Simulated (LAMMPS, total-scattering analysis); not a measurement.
# Si17C23: neutron weights and totals by hand

A simulated model of Si17C23 at 300 K, fixed volume (mean pressure 6.3 GPa), from classical molecular dynamics (LAMMPS) with the Erhart-Albe potential (Erhart and Albe, Phys. Rev. B 71, 035211 (2005)). The average runs over 8.0 ps of 600 atoms. It is rigid on the time of the run, a glass quenched from the melt; how it was made: 600 atoms placed at random at 2.9 g/cm^3, melted at 5000 K for 8 ps, cooled at 100 K/ps. Atom fractions Si 0.4250, C 0.5750; masses Si 28.085, C 12.011 u; density 2.9000 g/cm³; coherent lengths Si 4.15071, C 6.6472 fm. Faber–Ziman partials at a few Q:

| Q (Å⁻¹) | S C–C | S Si–C | S Si–Si |
| --- | --- | --- | --- |
| 1.70 | 0.738 | 0.297 | -0.610 |
| 2.50 | 1.243 | 1.371 | 2.707 |
| 4.60 | 1.192 | 1.453 | 1.101 |

The pair function g(CC), r in Å, every 0.06 Å up to its first minimum: 1.35 0.03, 1.41 2.86, 1.47 10.71, 1.53 6.11, 1.59 1.25, 1.65 0.12.

**Tasks.** (a) The number density. (b) The neutron weights. (c) The neutron S(Q) at the listed Q. (d) The Bhatia–Thornton terms S_NN and S_CC there. (e) The number of C around C.

(a) The mean mass is 0.4250×28.085 + 0.5750×12.011 = 18.842 u, so ρ₀ = 2.9000/(18.842 × 1.66054) = 0.09269 Å⁻³.

(b) ⟨b⟩ = 0.4250×4.15071 + 0.5750×6.6472 = 5.586 fm. The weight of a pair is ci cj bi bj (2 − δij)/⟨b⟩²: C–C 0.468, Si–C 0.432, Si–Si 0.100; they sum to 1.000.

(c) S = 1 + Σ w (Sij − 1). At 1.70 Å⁻¹: 1 − 0.123 − 0.304 − 0.161 = 0.412; Si–C pulls down most. At 2.50 Å⁻¹: 1 + 0.114 + 0.160 + 0.170 = 1.444; Si–Si pushes up most. At 4.60 Å⁻¹: 1 + 0.090 + 0.196 + 0.010 = 1.296; Si–C pushes up most.

(d) S_NN = c₁²S₁₁ + c₂²S₂₂ + 2c₁c₂S₁₂ and S_CC = c₁c₂[1 + c₁c₂(S₁₁ + S₂₂ − 2S₁₂)], with 1 = Si: 1.70 Å⁻¹: S_NN = 0.28, S_CC/(c₁c₂) = 0.89; 2.50 Å⁻¹: S_NN = 1.57, S_CC/(c₁c₂) = 1.30; 4.60 Å⁻¹: S_NN = 1.30, S_CC/(c₁c₂) = 0.85. A random mixture has S_CC/(c₁c₂) = 1; a value well above it means concentration waves of period 2π/Q: alternation near the main peak or below it, clustering toward Q = 0.

(e) n = 4πρ₀ c(C) Σ r² g Δr. The sum Σ r² g over the listed points is 46.7 Å², so n = 4π × 0.09269 × 0.5750 × 46.7 × 0.06 = 1.88; counting pairs in the frames up to 1.88 Å gives 1.87.
